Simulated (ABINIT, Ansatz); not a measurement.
**Converging GW for TiO2 (Rutile) in ABINIT**

Aim: raise bands and screening cutoff together for TiO2 (Rutile) and follow gap and time.

Calculated with ABINIT 10.8.3; PBE and many-body steps on it, plane waves.

## (1) Set-up

The structure is tetragonal, space group P4_2/mnm (No. 136). The conventional cell has a = 4.592 Å, b = 4.592 Å, c = 2.957 Å, α = 90.00°, β = 90.00°, γ = 90.00°. Nearest to Ti lie 6 O at 1.95 to 1.98 Å. Nearest to O lie 3 Ti at 1.95 to 1.98 Å. Farther neighbours and most contacts between anions are not listed.

The cell and positions come from the Crystallography Open Database and are kept as given unless a step says otherwise.

## (2) Empty states on the mesh, 4×4×4 mesh, 199 bands

This step: ABINIT 10.8.3; DFT, PBE, plane waves, norm-conserving pseudopotentials.

The sums over transitions need many empty states on a uniform mesh; this step solves for them.

File run.abi:

```
acell 3*1.0 Angstrom
rprim 
  4.592200000000 0.000000000000 0.000000000000
  0.000000000000 4.592200000000 0.000000000000
  0.000000000000 0.000000000000 2.957400000000
ntypat 2
znucl 22 8
natom 6
typat 1 1 2 2 2 2
xred 
  0.000000000000 0.000000000000 0.000000000000
  0.500000000000 0.500000000000 0.500000000000
  0.304960000000 0.304960000000 0.000000000000
  0.195040000000 0.804960000000 0.500000000000
  0.695040000000 0.695040000000 0.000000000000
  0.804960000000 0.195040000000 0.500000000000
pp_dirpath "pseudos"
pseudos "Ti.upf, O.upf"
ecut 38
ngkpt 4 4 4
nshiftk 1
shiftk 0 0 0
kptopt 1
chksymbreak 0
irdden 1
istwfk *1
nband 199
prtvol 0
optdriver 6
gwr_task "HDIAGO"
paral_kgb 0
occopt 1
indata_prefix "in"
outdata_prefix "out"
tmpdata_prefix "tmp"
```

Started as:

```bash
> OMP_NUM_THREADS=1 mpirun -n 8 abinit run.abi > log
```

Log:

```text
.Version 10.8.3 of ABINIT. v10.8.2 released Aug 2026.

 Symmetries : space group P4_2/m n m (#136); Bravais tP (primitive tetrag.)
[... echo of the input left out ...]
== DATASET  1 ==================================================================
-   mpi_nproc: 8, omp_nthreads: 1 (-1 if OMP is not activated)

--- !DatasetInfo
iteration_state: {dtset: 1, }
dimensions: {natom: 6, nkpt: 18, mband: 199, nsppol: 1, nspinor: 1, nspden: 1, mpw: 4748, }
cutoff_energies: {ecut:  38.0, pawecutdg:  -1.0, }
[...]
Direct band gap semiconductor
 Fundamental gap:     1.917 (eV)
   VBM:     5.660 (eV) at k: [ 0.0000E+00,  0.0000E+00,  0.0000E+00]
   CBM:     7.576 (eV) at k: [ 0.0000E+00,  0.0000E+00,  0.0000E+00]
 Direct gap:         1.917 (eV) at k: [ 0.0000E+00,  0.0000E+00,  0.0000E+00]

== END DATASET(S) ==============================================================
================================================================================

 -outvars: echo values of variables after computation  --------
           etotal      0.0000000000E+00
            nband         199
             nkpt          18
          spgroup         136
 [... the other variables as echoed above ...]

 Calculation completed.
```

Wall time 6.1 min (8 MPI ranks of Arm Neoverse N1, shared host); peak memory 9.9 GiB.

Numbers from this step:

| Item | Value |
| --- | --- |
| gap | 1.917 eV |
| k of the valence top | 0, 0, 0 |
| k of the conduction bottom | 0, 0, 0 |
| least direct gap | 1.917 eV |
| k points computed | 18 |
| lowest point of the top converged band, above the valence top | 98.8452 eV |

On this mesh the gap is 1.917 eV.

The density comes from a self-consistent run that is not shown.

## (3) Screening, 4×4×4 mesh, 44 bands, screening to 59.9 eV

The RPA dielectric matrix is built and inverted for each q.

This step: RPA screening on PBE, plane waves, norm-conserving pseudopotentials.

Edit run.abi of step 2 so:

```diff
@@ -24,10 +24,11 @@
 chksymbreak 0
-irdden 1
 istwfk *1
-nband 199
-prtvol 0
-optdriver 6
-gwr_task "HDIAGO"
-paral_kgb 0
 occopt 1
+irdwfk 1
+optdriver 3
+nband 44
+ecuteps 2.2
+inclvkb 2
+awtr 1
+symchi 1
 indata_prefix "in"
```

Log:

```text
.Version 10.8.3 of ABINIT. v10.8.2 released Aug 2026.

 Symmetries : space group P4_2/m n m (#136); Bravais tP (primitive tetrag.)
[... echo of the input left out ...]
== DATASET  1 ==================================================================
-   mpi_nproc: 8, omp_nthreads: 1 (-1 if OMP is not activated)

--- !DatasetInfo
iteration_state: {dtset: 1, }
dimensions: {natom: 6, nkpt: 18, mband: 44, nsppol: 1, nspinor: 1, nspden: 1, mpw: 4748, }
cutoff_energies: {ecut:  38.0, pawecutdg:  -1.0, }
electrons: {nelect:   4.80000000E+01, charge:   0.00000000E+00, occopt:   1.00000000E+00, tsmear:   1.00000000E-02, }

 SCREENING: Calculation of the susceptibility and dielectric matrices

 Based on a program developped by R.W. Godby, V. Olevano, G. Onida, and L. Reining.
 Incorporated in ABINIT by V. Olevano, G.-M. Rignanese, and M. Torrent.
.Using double precision arithmetic ; gwpc =  8

[... cell and pseudopotentials left out ...]
--------------------------------------------------------------------------------

 ==== K-mesh for the wavefunctions ====
 Number of points in the irreducible wedge :    18
[... list of points left out ...]
 Together with 16 symmetry operations and time-reversal symmetry
 yields    64 points in the full Brillouin Zone.

 ==== Q-mesh for the screening function ====
 Number of points in the irreducible wedge :    18
[... list of points left out ...]
 Together with 16 symmetry operations and time-reversal symmetry
 yields    64 points in the full Brillouin Zone.

 setmesh: FFT mesh size selected  =    30x   30x   20
          total number of points  =        18000

 vcoul_init : cutoff-mode = AUXILIARY_FUNCTION
 q-points for optical limit:   1
     1)      0.000010    0.000020    0.000030

- screening: taking advantage of time-reversal symmetry
- Maximum band index for partially occupied states nbvw = 24
- Remaining bands to be divided among processors   nbcw = 20
- Number of bands treated by each node ~2

 Number of electrons calculated from density =   48.0000; Expected =   48.0000
 average of density, n =  0.114049
 r_s =    1.2792
 omega_plasma =   32.5763 [eV]

 calculating chi0 at frequencies [eV] :
  1    0.000000E+00    0.000000E+00
  2    0.000000E+00    3.257632E+01

--------------------------------------------------------------------------------
  q-point number  1        q = ( 0.000000, 0.000000, 0.000000) [r.l.u.]
--------------------------------------------------------------------------------
[... chi0 elements left out ...]
 For q-point:  0.000010 0.000020 0.000030
  dielectric constant =   8.5605
  dielectric constant without local fields =   8.7256

  Average fulfillment of the sum rule on Im[epsilon] for q-point    1 :     24.23  [%]
[... wings left out ...]
  q-point number  2        q = ( 0.250000, 0.000000, 0.000000) [r.l.u.]
--------------------------------------------------------------------------------
[... chi0 elements left out ...]
  Average fulfillment of the sum rule on Im[epsilon] for q-point    2 :     39.32  [%]

 [... 16 further q-points ...]
```

Run time: 33 s. Hardware: 8 MPI ranks; peak memory 2.1 GiB; 4.4 min of CPU time.

This step gave:

| Quantity | Value |
| --- | --- |
| ε∞ with local fields, on this mesh, along the program's q direction | 8.560 |
| the same without local fields | 8.726 |
| plasma frequency | 32.58 eV |
| plane waves in the screening matrix | 67 |

Local fields lower ε∞ by 2 %. On a Γ-centred mesh this coarse the value itself is usually too large, while a short band sum pulls it down.

## (4) 44 bands, 59.9 eV

The self-energy is evaluated for the states that the input lists, and the levels follow from it, in one-shot runs by the linearised quasiparticle equation.

This step: G0W0 on PBE, plane waves, norm-conserving pseudopotentials.

Edit run.abi of step 3 so:

```diff
@@ -27,8 +27,15 @@
 irdwfk 1
-optdriver 3
+optdriver 4
 nband 44
+gwcalctyp 0
+ecutsigx 38
+symsigma 1
+nkptgw 1
+kptgw 
+  0.0000000000 0.0000000000 0.0000000000
+bdgw 
+  22 26
 ecuteps 2.2
-inclvkb 2
-awtr 1
-symchi 1
+irdscr 1
+ppmodel 1
 indata_prefix "in"
```

Log:

```text
.Version 10.8.3 of ABINIT. v10.8.2 released Aug 2026.

 Symmetries : space group P4_2/m n m (#136); Bravais tP (primitive tetrag.)
[... echo of the input left out ...]
== DATASET  1 ==================================================================
-   mpi_nproc: 8, omp_nthreads: 1 (-1 if OMP is not activated)

--- !DatasetInfo
iteration_state: {dtset: 1, }
dimensions: {natom: 6, nkpt: 18, mband: 44, nsppol: 1, nspinor: 1, nspden: 1, mpw: 4748, }
cutoff_energies: {ecut:  38.0, pawecutdg:  -1.0, }
electrons: {nelect:   4.80000000E+01, charge:   0.00000000E+00, occopt:   1.00000000E+00, tsmear:   1.00000000E-02, }

 SIGMA: Calculation of the GW corrections

 Based on a program developped by R.W. Godby, V. Olevano, G. Onida, and L. Reining.
 Incorporated in ABINIT by V. Olevano, G.-M. Rignanese, and M. Torrent.
.Using double precision arithmetic ; gwpc =  8

[... cell and pseudopotentials left out ...]
--------------------------------------------------------------------------------

 ==== K-mesh for the wavefunctions ====
 Number of points in the irreducible wedge :    18
[... list of points left out ...]
 Together with 16 symmetry operations and time-reversal symmetry
 yields    64 points in the full Brillouin Zone.

 ==== Q-mesh for screening function ====
 Number of points in the irreducible wedge :    18
[... list of points left out ...]
 Together with 16 symmetry operations and time-reversal symmetry
 yields    64 points in the full Brillouin Zone.

 vcoul_init : cutoff-mode = AUXILIARY_FUNCTION
 q-points for optical limit:   1
     1)      0.000010    0.000020    0.000030
 setmesh: FFT mesh size selected  =    50x   50x   32
          total number of points  =        80000

 Number of electrons calculated from density =   48.0000; Expected =   48.0000
 average of density, n =  0.114049
 r_s =    1.2792
 omega_plasma =   32.5763 [eV]

 === KS Band Gaps ===
  >>>> For spin  1
   Minimum direct gap =   1.9166 [eV], located at k-point      :   0.0000  0.0000  0.0000
   Fundamental gap    =   1.9166 [eV], Top of valence bands at :   0.0000  0.0000  0.0000
                                       Bottom of conduction at :   0.0000  0.0000  0.0000
 SIGMA fundamental parameters:
 PLASMON POLE MODEL  1
 number of plane-waves for SigmaX                 4679
 number of plane-waves for SigmaC and W             67
 number of plane-waves for wavefunctions          4679
 number of bands                                    44
 number of independent spin polarizations            1
 number of spinorial components                      1
 number of k-points in IBZ                          18
 number of q-points in IBZ                          18
 number of symmetry operations                      16
 number of k-points in BZ                           64
 number of q-points in BZ                           64
 number of frequencies for dSigma/dE                 9
 frequency step for dSigma/dE [eV]                0.25
 number of omega for Sigma on real axis              0
 max omega for Sigma on real axis  [eV]           0.00
 zcut for avoiding poles [eV]                     0.10

 EPSILON^-1 parameters (SCR file):
 dimension of the eps^-1 matrix on file             67
 dimension of the eps^-1 matrix used                67
 number of plane-waves for wavefunctions          4679
 number of bands                                    44
 number of q-points in IBZ                          18
 number of frequencies                               2
 number of real frequencies                          1
 number of imag frequencies                          1

 matrix elements of self-energy operator (all in [eV])

 Perturbative Calculation

--- !SelfEnergy_ee
iteration_state: {dtset: 1, }
kpoint     : [   0.000,    0.000,    0.000, ]
spin       : 1
KS_gap     :    1.917
QP_gap     :    3.655
Delta_QP_KS:    1.738
data: !SigmaeeData |
     Band     E0 <VxcDFT>   SigX SigC(E0)      Z dSigC/dE  Sig(E)    E-E0       E
       22   5.208 -20.672 -25.174   5.147   0.760  -0.317 -20.182   0.490   5.698
       23   5.208 -20.672 -25.174   5.147   0.760  -0.317 -20.182   0.490   5.698
       24   5.660 -20.448 -25.098   5.325   0.752  -0.330 -19.941   0.507   6.167
       25   7.576 -20.150 -12.063  -5.157   0.767  -0.305 -17.904   2.246   9.822
       26   7.879 -19.778 -12.069  -4.881   0.769  -0.301 -17.604   2.173  10.053

== END DATASET(S) ==============================================================
================================================================================

 -outvars: echo values of variables after computation  --------
           etotal      0.0000000000E+00
            nband          44
             nkpt          18
          spgroup         136
 [... the other variables as echoed above ...]

 Calculation completed.
```

Wall time 4.6 s (8 MPI ranks); peak memory 0.91 GiB.

This step gave:

```yaml
g0w0_gap_on_the_points_computed: 3.655 eV
starting_gap_on_the_mesh: 1.917 eV
k_of_the_valence_top: 0, 0, 0
k_of_the_conduction_bottom: 0, 0, 0
z_at_the_valence_top: 0.752
z_at_the_conduction_bottom: 0.767
least_direct_g0w0_gap_on_the_computed_points: 3.655 eV
```

The gap on the mesh goes from 1.92 eV to 3.65 eV, a correction of +1.74 eV.

## (5) Screening, 4×4×4 mesh, 92 bands, screening to 114.3 eV

This step: RPA screening on PBE, plane waves, norm-conserving pseudopotentials.

Edit run.abi of step 4 so:

```diff
@@ -27,15 +27,8 @@
 irdwfk 1
-optdriver 4
-nband 44
-gwcalctyp 0
-ecutsigx 38
-symsigma 1
-nkptgw 1
-kptgw 
-  0.0000000000 0.0000000000 0.0000000000
-bdgw 
-  22 26
-ecuteps 2.2
-irdscr 1
-ppmodel 1
+optdriver 3
+nband 92
+ecuteps 4.2
+inclvkb 2
+awtr 1
+symchi 1
 indata_prefix "in"
```

Log:

```text
.Version 10.8.3 of ABINIT. v10.8.2 released Aug 2026.

 Symmetries : space group P4_2/m n m (#136); Bravais tP (primitive tetrag.)
[... echo of the input left out ...]
== DATASET  1 ==================================================================
-   mpi_nproc: 8, omp_nthreads: 1 (-1 if OMP is not activated)

--- !DatasetInfo
iteration_state: {dtset: 1, }
dimensions: {natom: 6, nkpt: 18, mband: 92, nsppol: 1, nspinor: 1, nspden: 1, mpw: 4748, }
cutoff_energies: {ecut:  38.0, pawecutdg:  -1.0, }
electrons: {nelect:   4.80000000E+01, charge:   0.00000000E+00, occopt:   1.00000000E+00, tsmear:   1.00000000E-02, }

 SCREENING: Calculation of the susceptibility and dielectric matrices

 Based on a program developped by R.W. Godby, V. Olevano, G. Onida, and L. Reining.
 Incorporated in ABINIT by V. Olevano, G.-M. Rignanese, and M. Torrent.
.Using double precision arithmetic ; gwpc =  8

[... cell and pseudopotentials left out ...]
--------------------------------------------------------------------------------

 ==== K-mesh for the wavefunctions ====
 Number of points in the irreducible wedge :    18
[... list of points left out ...]
 Together with 16 symmetry operations and time-reversal symmetry
 yields    64 points in the full Brillouin Zone.

 ==== Q-mesh for the screening function ====
 Number of points in the irreducible wedge :    18
[... list of points left out ...]
 Together with 16 symmetry operations and time-reversal symmetry
 yields    64 points in the full Brillouin Zone.

 setmesh: FFT mesh size selected  =    36x   36x   24
          total number of points  =        31104

 vcoul_init : cutoff-mode = AUXILIARY_FUNCTION
 q-points for optical limit:   1
     1)      0.000010    0.000020    0.000030

- screening: taking advantage of time-reversal symmetry
- Maximum band index for partially occupied states nbvw = 24
- Remaining bands to be divided among processors   nbcw = 68
- Number of bands treated by each node ~8

 Number of electrons calculated from density =   48.0000; Expected =   48.0000
 average of density, n =  0.114049
 r_s =    1.2792
 omega_plasma =   32.5763 [eV]

 calculating chi0 at frequencies [eV] :
  1    0.000000E+00    0.000000E+00
  2    0.000000E+00    3.257632E+01

--------------------------------------------------------------------------------
  q-point number  1        q = ( 0.000000, 0.000000, 0.000000) [r.l.u.]
--------------------------------------------------------------------------------
[... chi0 elements left out ...]
 For q-point:  0.000010 0.000020 0.000030
  dielectric constant =   8.5615
  dielectric constant without local fields =   8.9524

  Average fulfillment of the sum rule on Im[epsilon] for q-point    1 :     49.88  [%]
[... wings left out ...]
  q-point number  2        q = ( 0.250000, 0.000000, 0.000000) [r.l.u.]
--------------------------------------------------------------------------------
[... chi0 elements left out ...]
  Average fulfillment of the sum rule on Im[epsilon] for q-point    2 :     64.36  [%]

 [... 16 further q-points ...]
```

Run time: 2.9 min. Hardware: 8 MPI ranks; peak memory 3.4 GiB; 23 min of CPU time.

Numbers from this step:

```
ε∞ with local fields, on this mesh, along the program's q direction : 8.562
the same without local fields                                       : 8.952
plasma frequency                                                    : 32.58 eV
plane waves in the screening matrix                                 : 181
```

(Continued in part 2 of 2.)

[Paths, hosts, dates, memory and timing lines, banners, echoed tables and standing remarks are left out of the program output.]

[Logs are printed without paths, hosts, clocks, repeated set-up lines and the standing remarks that a program may print on its own settings, such as how far it seeks lower states.]

[Runs of the session that timed out or met a known fault of the program may be left out.]

[No measured gap is set beside runs whose start may be inverted or whose files or cutoffs have a known fault.]

[Hosts, paths, dates, database ids (printed as entryN), source tags and the programs' standing remarks are cut or masked in the printed files.]

[G0W0 gaps are taken among the corrected bands and points alone; a level outside them can change the order at an edge.]

[Where Ansatz stands beside ABINIT at settings called matched, ABINIT's density can come from a denser mesh and the files from another edition; pairs whose starting gaps differed by over 0.03 eV were left out, so agreement reads better than it is.]
